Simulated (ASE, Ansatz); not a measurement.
# Localised basis functions on C(111) slab, H on the bottom face (208 atoms), part 2 of 2

Aim: test how closely localised support functions follow the reference on C(111) slab, H on the bottom face (208 atoms), and at what cost. A setting counts as converged where the r.m.s. difference of forces stays under 1 % of the r.m.s. force.

Ansatz 0.2.0; Kohn-Sham DFT, PBE+D3(BJ), PAW (set soft_2), plane waves.

The cell: 192 C and 16 H. Beside vacuum, support functions can miss their usual error bounds without a warning. The main run has no spin polarisation.

So far: Starting point; Plane-wave single point.

**3. Distances and neighbours**

These statistics describe the geometry on which the runs were made.

Normalised to the volume that the atoms fill. g(r), total and by pair (bins of 0.2 Å):

```
r (Å)  total   C-C   C-H    H-H
 1.00   0.18  0.00  1.25   0.00
 1.20   0.12  0.00  0.86   0.00
 1.40   0.24  0.28  0.00   0.00
 1.60   3.27  3.84  0.00   0.00
 1.80   0.00  0.00  0.00   0.00
 2.00   0.00  0.00  0.00   0.00
 2.20   0.23  0.00  1.63   0.00
 2.40   0.86  0.97  0.00   5.65
 2.60   3.08  3.45  0.02  23.30
 2.80   0.34  0.07  2.00   0.00
 3.00   2.56  3.00  0.00   0.00
 3.20   0.01  0.00  0.09   0.00
 3.40   0.17  0.01  1.09   0.00
 3.60   0.87  0.99  0.14   0.00
 3.80   1.02  1.20  0.02   0.00
 4.00   0.56  0.58  0.47   0.00
 4.20   0.16  0.01  1.11   0.00
 4.40   2.41  2.67  0.49   9.67
 4.60   1.37  1.50  0.68   0.00
 4.80   0.03  0.01  0.12   0.00
 5.00   0.97  0.99  0.62   6.93
 5.20   1.32  1.43  0.70   0.29
 5.40   0.42  0.33  0.97   0.00
 5.60   1.25  1.44  0.22   0.00
 5.80   0.61  0.71  0.07   0.00
 6.00   0.08  0.02  0.48   0.00
 6.20   0.45  0.41  0.72   0.00
 6.40   1.06  1.13  0.68   0.00
```

Bonds by pair of elements; cutoffs follow the first minimum of g(r), held within bounds set by covalent radii, and pairs that aren't listed don't count as bonded:

```
pair A-B  cutoff (Å)  bonds  mean length (Å)  spread (Å)  shortest (Å)  B about A  A about B
     C-C        1.85    368             1.54       0.028          1.47       3.83       3.83
     C-H        1.34     16             1.11       0.033          1.05      0.083          1
```

How many atoms have how many bonded neighbours:

```
element  mean   1   3    4
      C  3.92   0  16  176
      H     1  16   0    0
```

Bond angles, per cent of each kind in bins of 5°:

```
angle (°)  C-C-C  C-C-H
  100–105    0.2    0.0
  105–110   65.1   70.8
  110–115   34.8   29.2
```

Bond angles (no mean is given where the spread exceeds 20°):

```
angle  count  mean (°)  spread (°)
C-C-C   1056       110         1.6
C-C-H     48       109         1.7
```

Bond length by coordination (bonds to H left out):

```
element  coordination  atoms  mean bond length (Å)
      C             3     16                  1.55
      C             4    176                  1.54
```

By these cutoffs 92 % of C atoms have 4 and all H atoms have 1 bonded neighbour. The C-C-C angle averages 110° with a spread of 1.6°.

A closer look about C59, which has 3 bonded neighbours where the commonest count for C is 4: 13 atoms, nearest first, numbered in the order of the input, with positions taken from that point.

```
atom      x      y      z  distance (Å)  bonds  intrinsic-atomic-orbital charge (e)     Fx     Fy  Fz (eV/Å)
 C59   0.00   0.00   0.00          0.00      3                                -0.02  -0.77   0.57      -3.50
 C72   1.22   0.76  -0.51          1.52      4                                -0.03   0.77  -0.34       4.67
 C60  -0.02  -1.45  -0.53          1.54      4                                -0.02  -0.76   0.77       4.48
 C36  -1.33   0.77  -0.51          1.62      4                                -0.02   1.95   0.10       4.63
 C95   1.23  -2.12   0.01          2.45      3                                -0.04   0.16  -0.97      -4.04
 C57  -0.04  -1.40  -2.06          2.49      4                                 0.02   0.25  -1.14      -0.81
 C69   1.22   0.71  -2.08          2.51      4                                 0.04  -0.12   2.35      -0.12
C107   2.52   0.02  -0.02          2.52      3                                 0.00  -0.45   0.17      -3.98
 C33  -1.27   0.75  -2.04          2.52      4                                 0.04  -0.81   0.52      -1.36
 C23  -2.52   0.05   0.01          2.52      3                                -0.05  -1.58  -0.50      -3.82
 C47  -1.34  -2.16  -0.02          2.54      3                                -0.01   1.64  -0.56      -3.92
 C35  -1.26   2.24  -0.04          2.57      3                                 0.01  -1.03  -0.73      -3.81
 C71   1.24   2.26  -0.02          2.58      3                                -0.02  -0.44  -1.38      -3.68
```

The column of bonds counts only the pairs C-C within 1.85 Å, C-H within 1.34 Å; other neighbours, such as metal atoms beside each other in a compound, aren't counted, and periodic images can show an atom twice.

**4. Support functions medium**

The cell is solved in localised support functions.

This step: Kohn-Sham DFT, PBE+D3(BJ), PAW (set soft_2), localised support functions (medium) (Ansatz 0.2.0).

File input.yaml:

```yaml
crystal:
  lattice:
    - [10.089, 0.0, 0.0]
    - [-5.0445, 8.73733, 0.0]
    - [0.0, 0.0, 21.90189]
  atoms:
    [... the 208 atom lines of step 2 ...]
kpoints:
  mp_grid: { grid: [2, 2, 1] }
hamiltonian:
  xc: pbe
  dispersion: d3bj
scf:
  occupations: { method: fermi_dirac, width: 0.05 }
  eigensolver: { kind: { support_functions: { accuracy: medium } } }
  mixing: { beta: 0.2 }
  max_iter: 150
output:
  forces: true
  eigenvalues: true
```

The run is started by

```console
ansatz run input.yaml --threads 8 --pin off --max-ram 15872MiB --backend cpu --events-out ev --progress --plain --runs-dir out
```

Numbers of over 12 decimals in the logs are rounded to 6 here.

The log of the run:

```text
Warning: scf.eigensolver.kind.support_functions: disabling space-group detection — the functions' gradient is summed over unrotated k-points, so no spatial operation reduces the k-mesh or symmetrises the density; time reversal is kept, so that k and −k are solved as one point where they differ and the mesh holds both, and exact exchange and, on two spinor components, a DFT+U term hold to it where the run has them: [...]
settings of this run that can trade accuracy for cost: scf.eigensolver.kind.support_functions [...]
[...]
Crystal: 208 atoms, lattice volume = 1930.672 Å³
Basis set: ecut = 420 eV, 37717 PW (Γ), exchange–correlation on 144×144×300 points (8 copies of the dense FFT grid, shifted against one another)
Bands: 471, of which v1, the nominal top of the filled ones, is band 392 counted from 1 (391 counted from 0)
Symmetry: 1 space group operations
k-points: 4
[...]
SCF iter   1: F=—  HF=-48417.215077 eV  |F-HF|=—  |Δ(HF+E_count)|=         —  Δρ=9.41e-2  dr2=1.38e2  ethr=1.00e-1
[...]
SCF iter  27: F=-48404.417729 eV  HF=-48404.417730 eV  |F-HF|=6.82e-7  |Δ(HF+E_count)|=   1.19e-7  Δρ=9.78e-6  dr2=3.09e-6  ethr=8.96e-10
SCF 1 converged in 27 iterations: F = -48404.433244 eV  dr2 = 3.09e-6
[...]
SCF converged after 27 iterations
Stability not checked: this state was not tested for a lower state beside it, because the mixer in use, unlike msr1, does not test its closes by its own steps (another_mixer; see scf.mixing.algorithm and scf.lower_state_search)
Free energy (F): -48404.433244 eV
[...]
Internal energy: -48403.696720 eV  (E = F + TS)
E sigma→0 (E₀):  -48404.064982 eV
Entropy (-TS):   -0.736524 eV (-3.541 meV/atom)
Fermi energy:    6.290256 eV
[...]
--- Forces (eV/Å), atoms counted from 1 ---
  atom   1  C     -1.28083688     0.08561068    -1.02125848
  atom   2  C      0.20633649    -0.66402634     2.72758902
  atom   3  C      1.53170942     0.29269105    -1.82654844
  atom   4  C     -0.15610417     1.23681148     0.20552131
  atom   5  C     -0.60796438    -1.62304910     0.14987760
  atom   6  C     -0.93015588     0.82464514     2.06151161
  atom   7  C      0.29138097     1.50489492    -1.45425985
  atom   8  C     -0.12625657    -2.24431183    -0.57486666
  atom   9  C     -0.94641440    -0.73425739    -1.81303192
  atom  10  C     -0.29119099    -0.42975286     0.14862607
  atom  11  C      0.54655591    -0.17135771    -3.76904996
  atom  12  C      1.46627295     0.00108755     5.21604354
  atom  13  C     -1.04308316    -1.25160576     1.59514567
  atom  14  C     -0.18315863    -0.07953741    -1.13208789
[...]
atom 207  H      0.27505881    -0.03316557    -1.73754874
  atom 208  H      0.03632531     0.00580743    -0.14184814
  max |Σ_I F_I| component: 3.87e-3 eV/Å
--- Band table (eV) ---
[...]
```

It took 3.4 min on 8 threads of Arm Neoverse V2, shared host; peak memory 4.9 GiB; 27 min of CPU time.

The program notes that the band table was not solved further than the SCF left it and it switched symmetry off.

Keys that differ from the reference: support_functions.accuracy = "medium", scf.max_iter = 150 and scf.mixing.beta = 0.2.

Forces differ from the reference by 2.6 meV/Å r.m.s., 0.19 % of their size, well within a tolerance of 1 %; the energy by -3.9 meV/atom.

**5. The ladder side by side**

Differences are against the plane-wave reference (Kohn-Sham DFT, PBE+D3(BJ), PAW (set soft_2), plane waves), whose r.m.s. force component is 1.32 eV/Å. Energies are set beside the reference only for runs with its functional, potentials and electron count. Times are for 8 threads of Arm Neoverse V2, shared host. The reference's time includes the DOS and grids, which some other runs skip.

```
                     run  Δ force, r.m.s. (meV/Å)  share of r.m.s. force (%)  Δ energy (meV/atom)  cycles     time  host memory (GiB)
               reference                        -                          -                    -      24  3.7 min                 11
support functions medium                     2.56                      0.194                -3.93      27  3.4 min                4.9
```

**6. Summary of results**

* free energy per atom: -232.7097 eV/atom
* r.m.s. force component: 1.317 eV/Å
* wall time of the 2 DFT runs: 7.1 min

Against plane waves at 420 eV, the forces differ by 2.6 meV/Å (0.19 %) with support functions medium. Differences between support functions and plane waves include what basis error the plane-wave run still has.

61 levels are partly filled, by over 2 % (on the run's k-points): at this level the cell shows no clear gap. Levels of broken or missing bonds inside a gap of the host would look the same. By these cutoffs 92 % of C atoms have 4 and all H atoms have 1 bonded neighbour.

**Limits.** The geometry was built by rule, was displaced at random and isn't relaxed at this level: its force components are 1.3 eV/Å r.m.s. The slab bears a dipole and has periodic images along its normal, so a spurious field crosses the vacuum.

[Logs are printed without paths, hosts, clocks, repeated set-up lines and the standing remarks that a program may print on its own settings, such as how far it seeks lower states.]

[Hosts, paths, dates, database ids (printed as entryN), source tags and the programs' standing remarks are cut or masked in the printed files.]
